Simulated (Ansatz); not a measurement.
# linear Li chain: one chain at several levels of theory, part 3 of 4

Wanted: the relaxed geometry and the open channels of the linear Li chain, by several methods.

Ansatz 0.2.0; DFT PBE, plane waves, PAW; relaxation of a chain's period (the session's first sound run).

So far, conductance of the lead as this run defines it (G₀): step 3 (the wire at its relaxed period, level PBE, cutoff 420 eV) 1.000; step 5 (RPBE, another cell) 1.000.

### 7. The wire at its relaxed period, level PBEsol, cutoff 420 eV

This step: DFT PBEsol, plane waves, PAW; channels and complex bands of a perfect chain (Ansatz 0.2.0).

The channels are counted again under PBEsol, at the period that it gave.

input.yaml reads:

```yaml
crystal:
  lattice:
    - [7.5, 0.0, 0.0]
    - [0.0, 7.5, 0.0]
    - [0.0, 0.0, 3.0311336073]
  atoms:
    - { symbol: Li, position: [0.5, 0.5, 0.0] }
kpoints:
  mp_grid: { grid: [1, 1, 27] }
  band_path: { path: ["Γ", Z], npoints: 60 }
scf:
  occupations: { method: fermi_dirac, width: 0.05 }
hamiltonian:
  xc: pbesol
output:
  transmission:
    e_range: [-2, 2]
    de: 0.035
    kmesh: [1, 1]
    reduced_basis: true
    leads: [[0, 0]]
  dos: { projected: true, e_range: [-6, 4] }
```

Command:

```
ansatz run input.yaml --threads 4 --pin off --max-ram 8192MiB --backend cpu --events-out ev --progress --plain --runs-dir out
```

Numbers of over 12 decimals in the logs are rounded to 6 here.

Output:

```text
[...]
Crystal: 1 atoms, lattice volume = 170.501 Å³
Basis set: ecut = 420 eV, 3347 PW (Γ)
Bands: 6, of which v1, the nominal top of the filled ones, is band 2 counted from 1 (1 counted from 0)
Symmetry: 16 space group operations
[...]
k-points: 14 of 27
[...]
Fermi energy:    -2.769383 eV
[...]
--- Band table (eV; the first three rows and the last of 14) ---
[...]
--- Transmission ---
  basis      : 497 plane waves across, 4 finite elements along
  points     : 1, standing for a mesh of 1 x 1
[...]
crystal 0  : Li1, at the sites [0, 0], period 3.0311 Å: whole cells are its period
[...]
filled         : 8.0 meV over the level at which it is neutral
    channels       : 1.000000e0 a spin
[...]
[key lines of the parts left out:]
SCF converged after 6 iterations
Free energy (F): -201.986385 eV
```

Wall time 5.5 s (4 threads of Arm Neoverse V1, shared host); peak memory 0.37 GiB.

The open channels of the lead, one spin by energy, zero at the Fermi level:

| energy (eV) | open channels of the lead, one spin |
| --- | --- |
| -2.00 | 0 |
| -1.90 | 0 |
| -1.79 | 0 |
| -1.69 | 0 |
| -1.58 | 0 |
| -1.48 | 0 |
| -1.37 | 0 |
| -1.23 | 0 |
| -1.12 | 0 |
| -1.02 | 0 |
| -0.92 | 0 |
| -0.81 | 0 |
| -0.70 | 1 |
| -0.60 | 1 |
| -0.49 | 1 |
| -0.39 | 1 |
| -0.28 | 1 |
| -0.18 | 1 |
| -0.07 | 1 |
| -0.01 | 1 |
| 0.07 | 1 |
| 0.17 | 1 |
| 0.28 | 1 |
| 0.38 | 1 |
| 0.48 | 1 |
| 0.59 | 1 |
| 0.69 | 1 |
| 0.80 | 1 |
| 0.91 | 1 |
| 1.01 | 1 |
| 1.11 | 1 |
| 1.22 | 1 |
| 1.36 | 1 |
| 1.47 | 0 |
| 1.57 | 0 |
| 1.68 | 0 |
| 1.78 | 2 |
| 1.89 | 2 |
| 1.99 | 2 |

At the computed energy nearest the Fermi level there are 1 channel a spin, and the thermal average gives 1.000 G₀.

### 8. Relaxing the period, cutoff 500 eV

This step: DFT r2SCAN, plane waves, PAW; relaxation of a chain's period (Ansatz 0.2.0).

The relaxation is repeated under another functional. r2SCAN also reads the kinetic-energy density; it often gives larger moments and wider gaps than PBE, at a higher cost. Against the first PBE run of this kind, the cutoff is 500 eV against 420.

input.yaml reads:

```yaml
crystal:
  lattice:
    - [7.5, 0.0, 0.0]
    - [0.0, 7.5, 0.0]
    - [0.0, 0.0, 2.3808]
  atoms:
    - { symbol: Li, position: [0.5, 0.5, 0.0], spin: 0.5 }
magnetization:
  spin_polarized: true
kpoints:
  mp_grid: { grid: [1, 1, 34] }
scf:
  occupations: { method: fermi_dirac, width: 0.05 }
hamiltonian:
  xc: r2scan
relax:
  cell: { fix: [a, b, alpha, beta, gamma] }
  max_steps: 60
```

Output:

```text
[...]
Crystal: 1 atoms, lattice volume = 133.920 Å³
Basis set: ecut = 500 eV, 3409 PW (Γ), exchange–correlation on 240×240×72 points (64 copies of the dense FFT grid, shifted against one another)
Bands: 6, of which v1, the nominal top of the filled ones, is band 2 counted from 1 (1 counted from 0)
Symmetry: 16 space group operations
[...]
-0.390013       0.000000       0.000000
        0.000000      -0.390013       0.000000
        0.000000       0.000000       0.011496
  P = ⅓ Tr σ = -0.2562 GPa (-2.562 kbar)
--- Relaxed structure (8 steps of the walk, 8 accepted, 1 SCFs on fresh bases) ---
[...]
cell:  # Å, volume = 173.9703 Å³
    - [7.5, 0.0, 0.0]
    - [0.0, 7.5, 0.0]
    - [0.0, 0.0, 3.092805]
  atoms:
    - { symbol: Li, position: [0.5, 0.5, 0.0] }
[key lines of the parts left out:]
SCF converged after 14 iterations
Magnetization: -0.0000 μB (1.5000 up, 1.5000 down)
Free energy (F): -204.163091 eV
Fermi energy:    -2.815279 eV
```

Elapsed: 29 s, on 4 threads; peak memory 0.47 GiB; 1.9 min of CPU time.

Relaxation path:

| step | energy less that of the first step (eV) | largest force component (eV/Å) | pressure (GPa) | volume (Å³) |
| --- | --- | --- | --- | --- |
| 1 | 0.0000 | 0.0000 | 0.65 | 133.92 |
| 2 | -0.0983 | 0.0000 | 0.41 | 140.46 |
| 3 | -0.1694 | 0.0000 | 0.22 | 146.99 |
| 4 | -0.2186 | 0.0000 | 0.06 | 153.52 |
| 5 | -0.2510 | 0.0000 | -0.07 | 160.21 |
| 6 | -0.2686 | 0.0000 | -0.17 | 166.91 |
| 7 | -0.2741 | 0.0000 | -0.24 | 172.60 |
| 8 | -0.2743 | 0.0000 | -0.26 | 173.97 |
| 9* | -0.2750 | 0.0000 | -0.26 | 173.97 |

Relaxation steps marked * repeat the geometry before them on a plane-wave basis chosen anew for their cell, so energy and pressure can jump there.

| cell as run | before | after | change |
| --- | --- | --- | --- |
| c (Å) | 2.381 | 3.093 | +29.9 % |

The relaxed structure:

```xyz
1
Lattice="7.5000 0.0000 0.0000 0.0000 7.5000 0.0000 0.0000 0.0000 3.0928" Properties=species:S:1:pos:R:3
Li    3.7500    3.7500    0.0000
```

The cell's length comes to 3.093 Å, +2.7 % against the first run, with no moment. That is +30 % against the start, more than a small adjustment.

The cell grew by 29.9 % in its periodic edges.

### 9. Bands of the perfect wire, level r2SCAN, cutoff 500 eV

This step: DFT r2SCAN, plane waves, PAW; channels and complex bands of a perfect chain (Ansatz 0.2.0).

The channels are counted again under r2SCAN, at the period that it gave. Its window is narrower, to save time.

input.yaml reads:

```yaml
crystal:
  lattice:
    - [7.5, 0.0, 0.0]
    - [0.0, 7.5, 0.0]
    - [0.0, 0.0, 3.0928051129]
  atoms:
    - { symbol: Li, position: [0.5, 0.5, 0.0] }
kpoints:
  mp_grid: { grid: [1, 1, 26] }
  band_path: { path: ["Γ", Z], npoints: 60 }
scf:
  occupations: { method: fermi_dirac, width: 0.05 }
hamiltonian:
  xc: r2scan
output:
  transmission:
    e_range: [-0.7, 0.7]
    de: 0.035
    kmesh: [1, 1]
    reduced_basis: true
    leads: [[0, 0]]
  dos: { projected: true, e_range: [-6, 4] }
```

Output:

```text
[...]
Crystal: 1 atoms, lattice volume = 173.970 Å³
Basis set: ecut = 500 eV, 4435 PW (Γ), exchange–correlation on 240×240×96 points (64 copies of the dense FFT grid, shifted against one another)
Bands: 6, of which v1, the nominal top of the filled ones, is band 2 counted from 1 (1 counted from 0)
Symmetry: 16 space group operations
[...]
k-points: 14 of 26
[...]
Fermi energy:    -2.814069 eV
[...]
--- Band table (eV; the first three rows and the last of 14) ---
[...]
--- Transmission ---
  basis      : 593 plane waves across, 5 finite elements along
  points     : 1, standing for a mesh of 1 x 1
[...]
crystal 0  : Li1, at the sites [0, 0], period 3.0928 Å: whole cells are its period
[...]
filled         : 3.7 meV over the level at which it is neutral
    channels       : 1.000000e0 a spin
[...]
[key lines of the parts left out:]
SCF converged after 6 iterations
Free energy (F): -204.163313 eV
```

Run time: 9.7 s. Hardware: 4 threads; peak memory 0.54 GiB.

The open channels of the lead, one spin stays at 1 for energy from -0.7 to 0.7 eV.

At the computed energy nearest the Fermi level there are 1 channel a spin, and the thermal average gives 1.000 G₀.

### 10. Side by side

Times are for 4 threads of Arm Neoverse V1, shared host. The series side by side:

| no. | level | conductance of the lead as this run defines it (G₀) | time | memory (GiB) |
| --- | --- | --- | --- | --- |
| 1 | PBE | 1.0000 | 5.4 s | 0.37 |
| 2 | RPBE | 1.0000 | 5.9 s | 0.37 |
| 3 | PBEsol | 1.0000 | 5.5 s | 0.37 |
| 4 | r2SCAN | 1.0000 | 9.7 s | 0.54 |

### 11. The relaxed wire, cutoff 1006.82 eV

This step: DFT PBE, plane waves, norm-conserving; relaxation of a chain's period (Ansatz 0.2.0).

The same functional on other atomic datasets tests how far the result hangs on the treatment of the cores. Against the first PBE run of this kind, the cutoff is 1006.82 eV against 420.

input.yaml reads:

```yaml
crystal:
  lattice:
    - [7.5, 0.0, 0.0]
    - [0.0, 7.5, 0.0]
    - [0.0, 0.0, 2.3808]
  atoms:
    - { symbol: Li, position: [0.5, 0.5, 0.0], spin: 0.5 }
magnetization:
  spin_polarized: true
kpoints:
  mp_grid: { grid: [1, 1, 34] }
scf:
  occupations: { method: fermi_dirac, width: 0.05 }
hamiltonian:
  xc: pbe
  pseudopotentials: { kind: nc, accuracy: standard }
relax:
  cell: { fix: [a, b, alpha, beta, gamma] }
  max_steps: 60
```

Output:

```text
[...]
Crystal: 1 atoms, lattice volume = 133.920 Å³
Basis set: ecut = 1006.821291 eV, 9637 PW (Γ), exchange–correlation on 160×160×50 points (8 copies of the dense FFT grid, shifted against one another)
Bands: 6, of which v1, the nominal top of the filled ones, is band 2 counted from 1 (1 counted from 0)
Symmetry: 16 space group operations
[...]
-0.306401       0.000000       0.000000
        0.000000      -0.306401       0.000000
        0.000000       0.000000       0.011585
  P = ⅓ Tr σ = -0.2004 GPa (-2.004 kbar)
--- Relaxed structure (9 steps of the walk, 9 accepted, 2 SCFs on fresh bases) ---
[...]
cell:  # Å, volume = 170.1573 Å³
    - [7.5, 0.0, 0.0]
    - [0.0, 7.5, 0.0]
    - [0.0, 0.0, 3.025019]
  atoms:
    - { symbol: Li, position: [0.5, 0.5, 0.0] }
[key lines of the parts left out:]
SCF converged after 4 iterations
Magnetization: 0.0000 μB (1.5000 up, 1.5000 down)
Free energy (F): -195.077519 eV
Fermi energy:    -2.801855 eV
```

It took 22 s on 4 threads; peak memory 0.58 GiB; 82 s of CPU time.

The cell's length comes to 3.025 Å, +0.5 % against the first run, with no moment. That is +27 % against the start, more than a small adjustment.

### 12. Relaxation of atoms and period

This step: DFT PBE, plane waves, PAW; relaxation of a chain's period (Ansatz 0.2.0).

No moment formed, so a run without spin should agree; this checks it and saves time.

input.yaml, the sections that differ from step 11:

```yaml
crystal:
  lattice:
    - [7.5, 0.0, 0.0]
    - [0.0, 7.5, 0.0]
    - [0.0, 0.0, 2.3808]
  atoms:
    - { symbol: Li, position: [0.5, 0.5, 0.0] }
hamiltonian:
  xc: pbe
# kpoints, scf, relax: as in step 11
# magnetization: removed
```

Output:

```text
[...]
Crystal: 1 atoms, lattice volume = 133.920 Å³
Basis set: ecut = 420 eV, 2599 PW (Γ), exchange–correlation on 108×108×32 points (8 copies of the dense FFT grid, shifted against one another)
Bands: 6, of which v1, the nominal top of the filled ones, is band 2 counted from 1 (1 counted from 0)
Symmetry: 16 space group operations
[...]
k-points: 18 of 34
[...]
--- Stress (GPa, compression-positive) ---
       -0.306692       0.000000       0.000000
        0.000000      -0.306692       0.000000
        0.000000       0.000000       0.038327
  P = ⅓ Tr σ = -0.1917 GPa (-1.917 kbar)
--- Relaxed structure (8 steps of the walk, 8 accepted, 1 SCFs on fresh bases) ---
[...]
cell:  # Å, volume = 169.3912 Å³
    - [7.5, 0.0, 0.0]
    - [0.0, 7.5, 0.0]
    - [0.0, 0.0, 3.011398]
  atoms:
    - { symbol: Li, position: [0.5, 0.5, 0.0] }
[key lines of the parts left out:]
SCF converged after 8 iterations
Free energy (F): -203.726505 eV
Fermi energy:    -2.792256 eV
```

The job ended after 2.6 s (4 threads; peak memory 0.34 GiB; 8.8 s of CPU time).

The cell's length comes to 3.011 Å, -0.0 % against the first run, with spin left out. That is +26 % against the start, more than a small adjustment.

### 13. Comparing the runs

Times are for 4 threads of Arm Neoverse V1, shared host. Results by setting:

| no. | level | cell length along the wire (Å) | time | memory (GiB) |
| --- | --- | --- | --- | --- |
| 1 | PBE | 3.011 | 7.7 s | 0.37 |
| 2 | RPBE | 3.029 | 7.4 s | 0.37 |
| 3 | PBEsol | 3.031 | 6.8 s | 0.37 |
| 4 | r2SCAN | 3.093 | 29 s | 0.47 |
| 5 | PBE, NC files | 3.025 | 22 s | 0.58 |
| 6 | PBE, no spin | 3.011 | 2.6 s | 0.34 |

### 14. Two-component spinors

This step: DFT PBE, plane waves, fully relativistic PAW; channels of a perfect chain with spin-orbit coupling (Ansatz 0.2.0).

Spin-orbit coupling mixes the spins and splits bands that cross or touch without it, so it can open or close channels. Fully relativistic datasets take the place of the scalar ones. The window is narrow, since spinor matrices are twice as large.

input.yaml reads:

```yaml
crystal:
  lattice:
    - [7.5, 0.0, 0.0]
    - [0.0, 7.5, 0.0]
    - [0.0, 0.0, 3.0114145677]
  atoms:
    - { symbol: Li, position: [0.5, 0.5, 0.0] }
kpoints:
  mp_grid: { grid: [1, 1, 27] }
  band_path: { path: ["Γ", Z], npoints: 60 }
scf:
  occupations: { method: fermi_dirac, width: 0.05 }
hamiltonian:
  xc: pbe
  pseudopotentials: { kind: paw_fr }
output:
  transmission:
    e_range: [-0.42, 0.42]
    de: 0.035
    kmesh: [1, 1]
    reduced_basis: false
    leads: [[0, 0]]
magnetization:
  noncollinear: true
  spin_orbit: true
```

Output:

```text
[...]
non-collinear run that drives no moment, with spin-orbit: no starting moment large enough to seed its density (crystal.atoms[].spin), no starting occupations that ask for one, no magnetisation constraint and no magnetic field, so the semilocal B_xc is pinned to zero
Crystal: 1 atoms, lattice volume = 169.392 Å³
Basis set: ecut = 420 eV, 3323 PW (Γ)
Bands: 12, of which v1, the nominal top of the filled ones, is band 3 counted from 1 (2 counted from 0)
Symmetry: 16 space group operations + 16 with time reversal
[...]
k-points: 14 of 27
Projection manifold: j_resolved (fully-relativistic pseudo-atomic orbitals)
[...]
SCF iter   1: F=—  HF=-203.720530 eV  |F-HF|=—  |Δ(HF+E_count)|=         —  Δρ=2.08e-3  dr2=1.96e-2  dr2_m=0.00e0 (ungated)  ethr=3.10e-3  |M|=0.00e0 ∫|m|=0.00e0 μB  |m|>n=0.0e0 m-floor=0.0e0 τ_xc=0.0e0  β_m=1.00  ⟨swp⟩=5.1  Hψ=492  notcnv=0
[...]
spin=Noncollinear: LDOS preconditioning applied to the charge; magnetization (m_x, m_y, m_z) channels mix plain (no charge-response kernel on spin).
SCF iter   2: F=—  HF=-203.722414 eV  |F-HF|=—  |Δ(HF+E_count)|=   1.88e-3  Δρ=9.88e-4  dr2=4.87e-3  dr2_m=0.00e0 (ungated)  ethr=6.54e-4  |M|=0.00e0 ∫|m|=0.00e0 μB  |m|>n=0.0e0 m-floor=0.0e0 τ_xc=0.0e0  β_m=1.00  ⟨swp⟩=2.4  Hψ=186  notcnv=0  defer=44
[...]
SCF iter   5: F=-203.725724 eV  HF=-203.725724 eV  |F-HF|=1.51e-7  |Δ(HF+E_count)|=   6.08e-6  Δρ=4.72e-6  dr2=2.93e-8  dr2_m=0.00e0 (ungated)  ethr=3.33e-9  |M|=0.00e0 ∫|m|=0.00e0 μB  |m|>n=0.0e0 m-floor=0.0e0 τ_xc=0.0e0  ⟨swp⟩=6.2  Hψ=436  notcnv=0
SCF 1 converged in 5 iterations: F = -203.725724 eV  dr2 = 2.93e-8
[...]
transmission: 4 of 4 steps passed
SCF converged after 5 iterations
Magnetization: |M| = 0.0000 μB,  M = (+0.0000, +0.0000, +0.0000) μB
Absolute magnetization: 0.0000 μB (∫|m|)
  site 0: m = (+0.0000, +0.0000, +0.0000) μB, |m| = 0.0000 μB  (R = 1.24 Å)
Free energy (F): -203.725724 eV
[...]
Internal energy: -203.719869 eV  (E = F + TS)
E sigma→0 (E₀):  -203.722797 eV
Entropy (-TS):   -0.005855 eV (-5.855 meV/atom)
Fermi energy:    -2.786286 eV
[...]
--- Band table (eV; the first three rows and the last of 14) ---
  k-point 0: bands = [-50.7901, -50.7901, -3.5541, -3.5541, -1.0148, -1.0148, -1.0146, ... 5 higher]
  k-point 1: bands = [-50.7900, -50.7900, -3.5368, -3.5368, -0.9925, -0.9925, -0.9923, ... 5 higher]
  k-point 2: bands = [-50.7897, -50.7897, -3.4851, -3.4851, -0.9256, -0.9256, -0.9255, ... 5 higher]
  k-point 13: bands = [-50.7834, -50.7834, -1.4230, -1.4230, 1.0562, 1.0562, 2.4092, ... 5 higher]
--- Transmission ---
  basis      : 497 plane waves across, 4 finite elements along
  points     : 1, standing for a mesh of 1 x 1
[...]
crystal 0  : Li1, at the sites [0, 0], period 3.0114 Å: whole cells are its period
[...]
filled         : 7.9 meV over the level at which it is neutral
    channels       : 2.000000e0 of both spins
[...]
```

The job ended after 3.8 min (4 threads; peak memory 4.6 GiB; 14 min of CPU time).

This step gave:

- energy at zero smearing: -203.7228 eV
- channels at the energy nearest the Fermi level, both spins: 2

The open channels of the lead, both spins stays at 2 for energy from -0.42 to 0.42 eV.

[end of part 3 of 4]

[Logs are printed without paths, hosts, clocks, repeated set-up lines and the standing remarks that a program may print on its own settings, such as how far it seeks lower states.]

[Hosts, paths, dates, database ids (printed as entryN), source tags and the programs' standing remarks are cut or masked in the printed files.]
